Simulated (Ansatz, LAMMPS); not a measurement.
## Glassy 68B2O3-32K2O (mol %) (83 atoms): geometry optimisation

Wanted: the relaxed structure of glassy 68B2O3-32K2O (mol %) (83 atoms) and its electronic structure.

Main program and level: Ansatz 0.2.0; Kohn-Sham DFT, PBE, PAW (set soft_2), plane waves.

Report form: the programs' logs are mostly left out.

### Step 1. The starting structure

The cell holds 83 atoms: 26 B, 12 K and 45 O. Its edges and angles: a = 10.412 Å, b = 10.412 Å, c = 10.412 Å, α = 90.0°, β = 90.0°, γ = 90.0°. 83 atoms (26 B, 12 K, 45 O) placed at random at 2.19 g/cm³, melted at 3000 K for 20 ps at fixed volume with the Buckingham and Coulomb pair potential of Guillot and Sator (Geochim. Cosmochim. Acta 71, 1249 (2007)) with the boron terms of Wang et al. (J. Non-Cryst. Solids 498, 294 (2018)). Quenched from 3000 K to 300 K at 100 K/ps and fixed volume, held 10 ps at zero pressure, then minimised at fixed cell.

Before any run, some limits are plain. The quench rate of 100 K/ps is orders of magnitude faster than experiment, which tends to freeze in extra defects. The starting topology of bonds comes from the classical model. Sampling is at Γ alone, for a cell whose shortest periodic width is 10 Å.

### Step 2. How the cell was made

A classical potential supplies the starting structure, since it reaches far longer times than DFT.

This step: classical MD, Buckingham and Coulomb pair potential of Guillot and Sator (Geochim. Cosmochim. Acta 71, 1249 (2007)) with the boron terms of Wang et al. (J. Non-Cryst. Solids 498, 294 (2018)) (LAMMPS 22 Jul 2025 - Update 4).

Contents of in.lmp:

```
# melt-quench of B26K12O45
units metal
atom_style charge
boundary p p p
region box block 0 10.3719 0 10.3719 0 10.3719
create_box 3 box
mass 1 10.8100   # B
mass 2 39.0983   # K
mass 3 15.9990   # O
create_atoms 1 random 26 35396 NULL overlap 1.5 maxtry 2000
create_atoms 2 random 12 35403 NULL overlap 1.5 maxtry 2000
create_atoms 3 random 45 35410 NULL overlap 1.5 maxtry 2000
pair_style buck/coul/long 9.0
pair_coeff * * 0.0 1.0 0.0
pair_coeff 1 3 206941.81 0.124 35.0018   # B-O
pair_coeff 2 3 2284.77 0.29 0   # K-O
pair_coeff 3 3 9022.79 0.265 85.0921   # O-O
pair_coeff 1 1 484.40 0.35 0.0   # B-B
set type 1 charge 1.4175
set type 2 charge 0.4725
set type 3 charge -0.945
kspace_style pppm 1.0e-4
neigh_modify delay 0 every 1 check yes
thermo_style custom step time temp pe press density
thermo_modify norm yes
timestep 0.001
thermo 100
min_style cg
minimize 1e-4 1e-4 200 2000
reset_timestep 0
velocity all create 3000 35397 mom yes dist gaussian
fix lim all nve/limit 0.05
fix lan all langevin 3000 3000 0.1 35398 zero yes
thermo 500
# [... 11 lines left out ...]
thermo 3333
fix md all npt temp 300 300 0.1 iso 0 0 1
run 10000 post no
unfix md
thermo 100
min_style cg
minimize 0 1e-3 2000 20000
write_dump all custom glass.dump id type xs ys zs modify sort id
```

Run with:

```
lmp -in in.lmp -log none -nocite
```

Run time: 24 s. Hardware: 1 thread of Arm Neoverse V1, shared host; peak memory 0.071 GiB.

### Step 3. Single point at the start

A single point comes first, to see the forces before anything moves.

Contents of input.yaml:

```yaml
crystal:
  lattice:
    - [10.41178, 0.0, 0.0]
    - [0.0, 10.41178, 0.0]
    - [0.0, 0.0, 10.41178]
  atoms:
    - { symbol: B, position: [0.62407, 0.09273, 0.41654] }
    - { symbol: B, position: [0.97746, 0.71876, 0.00684] }
    - { symbol: B, position: [0.62419, 0.28584, 0.14321] }
    - { symbol: B, position: [0.85517, 0.28789, 0.02731] }
    - { symbol: B, position: [0.3192, 0.67159, 0.06141] }
    - { symbol: B, position: [0.17745, 0.18054, 0.32383] }
    - { symbol: B, position: [0.17215, 0.72858, 0.85959] }
    - { symbol: B, position: [0.87859, 0.12135, 0.83971] }
[... 71 atom lines left out ...]
    - { symbol: O, position: [0.92195, 0.60991, 0.95139] }
    - { symbol: O, position: [0.21656, 0.63732, 0.15243] }
    - { symbol: O, position: [0.49229, 0.2158, 0.8895] }
    - { symbol: O, position: [0.88476, 0.7348, 0.35911] }
kpoints:
  mp_grid: { grid: [1, 1, 1] }
hamiltonian:
  xc: pbe
scf:
  occupations: { method: fixed }
output:
  forces: true
  stress: true
  populations: true
  dos:
    method: { smearing: { sigma: 0.08 } }
    de: 0.1
    projected: { site_lists: { B: [B], K: [K], O: [O] } }
  eigenvalues: true
```

Run with:

```
ansatz run input.yaml --threads 4 --pin off --max-ram 8192MiB --backend cpu --events-out ev --progress --plain --runs-dir out
```

Wall time 20 s (4 threads of Arm Neoverse V1, shared host); peak memory 1.3 GiB.

The run gave:

- free energy: -48104.7412 eV
- free energy per atom: -579.5752 eV/atom
- SCF cycles: 11
- pressure: -5.252 GPa
- r.m.s. force component: 0.9083 eV/Å
- longest force: 2.991 eV/Å
- Fermi energy: 3.94 eV
- gap (highest filled to lowest empty level): 1.648 eV
- spilling of the projection: 0.00764

The r.m.s. force component of 0.91 eV/Å and the pressure of -5.3 GPa set the starting point.

Length of the force by element:

```
element  coordination  atoms  mean length of the force (eV/Å)  spread  least  most
      B           all     26                             1.59   0.603  0.362  2.70
      K           all     12                             1.48   0.437  0.875  2.18
      O           all     45                             1.39   0.565  0.361  2.99
```

### Step 4. Cell and atoms relaxed

Cell and atoms are freed together, to release stress as well as forces.

input.yaml, the sections that differ from step 3:

```yaml
output:
  forces: true
relax:
  f_tol: 0.05
  max_steps: 200
  cell: {}
# crystal, kpoints, hamiltonian, scf: as in step 3
```

Run time: 7.9 min. Hardware: 4 threads; peak memory 1.2 GiB.

Step by step (22 of 53):

| step | energy less that of the first step (eV) | largest force component (eV/Å) | pressure (GPa) | volume (Å³) |
| --- | --- | --- | --- | --- |
| 1 | 0.0000 | 2.5528 | -5.25 | 1128.69 |
| 3 | -7.7886 | 0.9375 | 0.65 | 1057.72 |
| 6 | -9.7865 | 0.6135 | -0.15 | 1074.08 |
| 8 | -10.4674 | 0.3957 | -0.41 | 1070.99 |
| 11 | -11.0501 | 0.5788 | -0.12 | 1059.53 |
| 13 | -11.1766 | 0.2647 | 0.08 | 1056.47 |
| 16 | -11.3507 | 0.5407 | -0.38 | 1049.66 |
| 18 | -11.7066 | 1.0568 | 0.09 | 1043.42 |
| 21 | -11.9405 | 0.3204 | 0.23 | 1047.03 |
| 23 | -12.0335 | 0.1668 | -0.15 | 1045.61 |
| 26 | -12.0961 | 0.0994 | -0.02 | 1045.36 |
| 28 | -12.1346 | 0.1871 | -0.15 | 1044.64 |
| 31 | -12.1550 | 0.3406 | 0.29 | 1045.71 |
| 33 | -12.2130 | 0.1283 | 0.01 | 1046.16 |
| 36 | -12.2299 | 0.1497 | -0.05 | 1045.88 |
| 38 | -12.2596 | 0.0597 | 0.04 | 1044.94 |
| 41 | -12.2656 | 0.0415 | 0.00 | 1044.95 |
| 43 | -12.1904 | 0.2585 | 0.05 | 1047.79 |
| 46 | -12.3429 | 0.0569 | 0.00 | 1046.73 |
| 48 | -12.3423 | 0.1144 | -0.03 | 1046.86 |
| 51 | -12.3538 | 0.0384 | 0.01 | 1047.60 |
| 53* | -12.3560 | 0.0213 | 0.00 | 1047.46 |

Relaxation steps marked * repeat the geometry before them on a plane-wave basis chosen anew for their cell, so energy and pressure can jump there. Other such steps can lie between the rows shown. Relaxation steps 31, 43, 45, 47, 48 were tried and not accepted.

| cell as run | before | after | change |
| --- | --- | --- | --- |
| a (Å) | 10.412 | 10.480 | +0.7 % |
| b (Å) | 10.412 | 10.371 | -0.4 % |
| c (Å) | 10.412 | 9.840 | -5.5 % |
| α (°) | 90.00 | 86.81 | -3.5 % |
| β (°) | 90.00 | 80.83 | -10.2 % |
| γ (°) | 90.00 | 95.86 | +6.5 % |
| volume (Å³/atom) | 13.60 | 12.62 | -7.2 % |

The atoms that moved most (Å, as changes of fractional coordinates times the final cell):

| atom | dx | dy | dz | length |
| --- | --- | --- | --- | --- |
| K30 | 0.367 | 0.791 | 1.013 | 1.336 |
| K38 | 1.150 | 0.330 | -0.350 | 1.246 |
| O44 | 0.987 | 0.031 | 0.517 | 1.114 |
| O59 | -0.054 | -0.967 | -0.534 | 1.106 |
| K29 | -0.303 | -1.005 | -0.285 | 1.087 |
| O43 | 0.855 | 0.630 | 0.030 | 1.063 |
| O64 | -0.506 | -0.886 | 0.194 | 1.039 |
| O41 | 0.569 | -0.822 | 0.234 | 1.027 |

The relaxation changed the energy by -149 meV/atom, and atoms moved by 0.68 Å r.m.s., 1.3 Å at most.

### Step 5. Structure statistics after relaxation

Bonds before and after, by the cutoffs listed below:

| pair | bonds before | bonds after | mean before (Å) | mean after (Å) | spread before (Å) | spread after (Å) |
| --- | --- | --- | --- | --- | --- | --- |
| O-B | 85 | 86 | 1.425 | 1.423 | 0.040 | 0.062 |

Density 2.33 g/cm³, 12.62 Å³ an atom.

g(r), total and by pair (bins of 0.2 Å):

| r (Å) | total | O-O | O-B | O-K | B-B | B-K | K-K |
| --- | --- | --- | --- | --- | --- | --- | --- |
| 1.30 | 2.79 | 0.00 | 8.20 | 0.00 | 0.00 | 0.00 | 0.00 |
| 1.50 | 2.40 | 0.00 | 7.07 | 0.00 | 0.00 | 0.00 | 0.00 |
| 1.70 | 0.00 | 0.00 | 0.00 | 0.00 | 0.00 | 0.00 | 0.00 |
| 1.90 | 0.00 | 0.00 | 0.00 | 0.00 | 0.00 | 0.00 | 0.00 |
| 2.10 | 0.00 | 0.00 | 0.00 | 0.00 | 0.00 | 0.00 | 0.00 |
| 2.30 | 0.99 | 3.23 | 0.00 | 0.00 | 0.44 | 0.00 | 0.00 |
| 2.50 | 1.48 | 4.00 | 0.05 | 0.58 | 1.98 | 0.00 | 0.00 |
| 2.70 | 1.15 | 0.06 | 0.24 | 3.83 | 4.58 | 0.00 | 0.00 |
| 2.90 | 0.78 | 0.38 | 0.76 | 1.79 | 0.45 | 0.77 | 0.66 |
| 3.10 | 1.10 | 0.93 | 1.03 | 1.29 | 0.39 | 2.23 | 1.78 |
| 3.30 | 1.16 | 0.46 | 1.56 | 1.07 | 0.23 | 2.99 | 1.60 |
| 3.50 | 1.22 | 0.97 | 1.38 | 0.76 | 0.80 | 2.62 | 1.44 |
| 3.70 | 1.34 | 0.55 | 2.24 | 0.90 | 0.81 | 1.96 | 1.32 |
| 3.90 | 0.85 | 0.76 | 0.97 | 0.82 | 1.12 | 0.61 | 0.38 |
| 4.10 | 0.88 | 1.05 | 0.76 | 0.77 | 1.23 | 0.65 | 0.70 |
| 4.30 | 0.82 | 1.06 | 0.64 | 0.87 | 1.06 | 0.50 | 0.31 |
| 4.50 | 1.15 | 1.81 | 0.69 | 1.15 | 0.98 | 0.80 | 1.43 |
| 4.70 | 1.16 | 1.59 | 0.85 | 1.40 | 1.24 | 0.60 | 0.52 |

Bonds by pair of elements; cutoffs follow the first minimum of g(r), held within bounds set by covalent radii, and pairs that aren't listed don't count as bonded:

| pair A-B | cutoff (Å) | bonds | mean length (Å) | spread (Å) | shortest (Å) | B about A | A about B |
| --- | --- | --- | --- | --- | --- | --- | --- |
| O-B | 1.83 | 86 | 1.42 | 0.062 | 1.33 | 1.91 | 3.31 |
| O-K | 3.15 | 72 | 2.80 | 0.157 | 2.55 | 1.6 | 6 |

The cutoff for O-K falls short of the minimum of g(r), so counts run low and odd coordinations can be artefacts.

How many atoms have how many bonded neighbours:

| element | mean | 2 | 3 | 4 | 5 | 6 | 7 | 8 |
| --- | --- | --- | --- | --- | --- | --- | --- | --- |
| B | 3.31 | 0 | 18 | 8 | 0 | 0 | 0 | 0 |
| K | 6 | 0 | 0 | 0 | 6 | 1 | 4 | 1 |
| O | 3.51 | 1 | 26 | 12 | 6 | 0 | 0 | 0 |

Bond angles, per cent of each kind in bins of 5°:

```
angle (°)  O-K-O  B-O-K  O-B-O  K-O-K  B-O-B
    40–45    0.5    0.0    0.0    0.0    0.0
    45–50    7.0    0.0    0.0    0.0    0.0
    50–55    9.6    0.0    0.0    0.0    0.0
    55–60    0.5    0.0    0.0    0.0    0.0
    60–65    0.0    0.0    0.0    4.8    0.0
    65–70    5.3    0.0    0.0    9.5    0.0
    70–75    5.9    0.0    0.0   16.7    0.0
    75–80    8.0    3.1    0.0    7.1    0.0
    80–85    3.7    7.8    0.0    7.1    0.0
    85–90    3.2   13.3    0.0    4.8    0.0
    90–95    5.9   13.3    0.0    2.4    0.0
   95–100    4.3   13.3    0.0    0.0    0.0
  100–105    5.9   14.1    6.9    4.8    0.0
  105–110    8.0    6.2   21.6    4.8    0.0
  110–115    4.3    5.5   16.7    4.8    4.9
  115–120    4.8    7.8   28.4    0.0    7.3
  120–125    3.7    7.0   21.6    2.4    4.9
  125–130    2.7    6.2    4.9    0.0   19.5
  130–135    3.7    0.8    0.0    2.4    4.9
  135–140    2.1    0.0    0.0    4.8   17.1
  140–145    1.6    0.0    0.0   11.9   14.6
  145–150    1.6    0.0    0.0    0.0   12.2
  150–155    2.7    0.0    0.0    4.8    7.3
  155–160    0.5    0.8    0.0    0.0    2.4
  160–165    1.6    0.0    0.0    4.8    0.0
  165–170    0.5    0.0    0.0    0.0    4.9
  170–175    1.6    0.8    0.0    0.0    0.0
  175–180    0.5    0.0    0.0    2.4    0.0
```

Bond angles (no mean is given where the spread exceeds 20°):

```
angle  count  mean (°)  spread (°)
O-K-O    187         -           -
B-O-K    128       102        16.1
O-B-O    102       115         6.4
K-O-K     42         -           -
B-O-B     41       137        13.1
```

Oxygen atoms by the number of network formers (Si, P, Ge, B, Al, As, Ga) bound to them:

```csv
network formers bound to O,O atoms,per cent
0,0,0
1,4,8.9
2,41,91.1
```

Network units: each former by its oxygen neighbours and how many of them bridge to another former:

```
former  O neighbours  bridging O  atoms
     B             3           2      3
     B             3           3     15
     B             4           3      1
     B             4           4      7
```

Bond length by coordination (bonds to H left out):

| element | coordination | atoms | mean bond length (Å) |
| --- | --- | --- | --- |
| B | 3 | 18 | 1.38 |
| B | 4 | 8 | 1.49 |
| K | 5 | 6 | 2.77 |
| K | 6 | 1 | 2.83 |
| K | 7 | 4 | 2.83 |
| K | 8 | 1 | 2.77 |
| O | 2 | 1 | 1.39 |
| O | 3 | 26 | 1.88 |
| O | 4 | 12 | 2.12 |
| O | 5 | 6 | 2.43 |

Rings of the network by King's shortest-path rule, up to 12 atoms, one path for each pair of neighbours; H, halogens, alkali and alkaline-earth atoms are left out, and the last column divides by all other atoms, bonded or not:

```
ring size (atoms)  rings  per network atom
                6      1             0.014
               12      6             0.085
```

91 % of the oxygens bridge two formers (B) and 9 % are non-bridging. The commonest B unit has 3 oxygens, 3 of them shared with other formers (15 of 26 atoms). Rings of 12 atoms are the most common (86 % of those counted); sizes run from 6 to 12, where the search stops.

(Part 1 of 2 ends here.)

[Logs are printed without paths, hosts, clocks, repeated set-up lines and the standing remarks that a program may print on its own settings, such as how far it seeks lower states.]

[Hosts, paths, dates, database ids (printed as entryN), source tags and the programs' standing remarks are cut or masked in the printed files.]
